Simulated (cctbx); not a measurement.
# What is wrong with this refinement?

Cell a = 7.0250 Å, b = 3.9130 Å, c = 7.9050 Å, α = 90.00°, β = 90.00°, γ = 90.00°; space group Pnma (no. 62). The compound is BTePd.

The data are simulated with cctbx, not measured: Mo Kα, λ = 0.71073 Å, to d = 0.75 Å, 80 % of the full sphere, strongest reflection 5000 counts, noise from counting, a 3 % proportional error and a noise floor of 4 counts (s.d.); no absorption, and some extinction, which the refinements don't model.

An anisotropic refinement with weights 1/σ² prints:

```text
Rint 0.041, 306 unique reflections to 0.75 A
cycle     R1     wR2    GooF  max shift (A)
   1  0.0161  0.0374   1.148   0.00189
   2  0.0134  0.0295   0.906   0.00000
final R1 0.0134 wR2 0.0295 GooF 0.906  parameters 18  data/parameter 17.0
atom        x        y        z      Ueq    occ   su(xyz)  su(Uiso or U11)
Te1    0.97632  0.75000  0.81595   0.0034  1.000  0.00005  0.0002
Pd1    0.86295  0.75000  0.43443   0.0046  1.000  0.00005  0.0002
B1     0.22917  0.75000  0.37747   0.0087  1.000  0.00101  0.0029
difference map: max 1.09 min -1.09 rms 0.29
Q1    0.9944  0.2500  0.0924    4    1.12  0.75 A from Te1
Q2    0.1809  0.2500  0.4190    4    1.10  1.20 A from Pd1
Q3    0.0476  0.7500  0.2558    4    0.99  1.60 A from B1
Q4    0.0620  0.0115  0.1001    8    0.96  1.18 A from Te1
Q5    0.2194  0.9791  0.9369    8    0.89  1.21 A from B1
Q6    0.2267  0.2500  0.2471    4    0.88  1.51 A from Te1
```

**Question.** Can this result stand? If not, what is the likely fault?

It can stand. The set-up had a fault (anomalous dispersion left out), but the figures of merit move little: R1 = 0.0134, wR2 = 0.0295, GooF = 0.91 against R1 = 0.0134, wR2 = 0.0294, GooF = 0.90 for the right model.

The compound is BTePd. The right model at the same level gives:

```text
Rint 0.041, 306 unique reflections to 0.75 A
cycle     R1     wR2    GooF  max shift (A)
   1  0.0135  0.0296   0.909   0.00033
   2  0.0134  0.0294   0.902   0.00000
final R1 0.0134 wR2 0.0294 GooF 0.902  parameters 18  data/parameter 17.0
atom        x        y        z      Ueq    occ   su(xyz)  su(Uiso or U11)
Te1    0.97631  0.75000  0.81594   0.0033  1.000  0.00005  0.0002
Pd1    0.86295  0.75000  0.43443   0.0034  1.000  0.00005  0.0002
B1     0.22943  0.75000  0.37735   0.0099  1.000  0.00101  0.0029
difference map: max 1.07 min -1.10 rms 0.28
Q1    0.1857  0.2500  0.4151    4    1.09  1.24 A from Pd1
Q2    0.9945  0.2500  0.0832    4    1.01  0.82 A from Te1
Q3    0.0612  0.0123  0.1020    8    0.95  1.16 A from Te1
Q4    0.0505  0.7500  0.2551    4    0.91  1.59 A from B1
Q5    0.0372  0.1288  0.8562    8    0.87  1.58 A from Te1
Q6    0.2236  0.5245  0.9416    8    0.85  1.23 A from B1
```

This is a model crystal, built by substitution and not relaxed, with assumed displacement parameters.

[Middle refinement cycles are left out of these outputs.]

[Logs are printed without paths, hosts, clocks, repeated set-up lines and the standing remarks that a program may print on its own settings, such as how far it seeks lower states.]
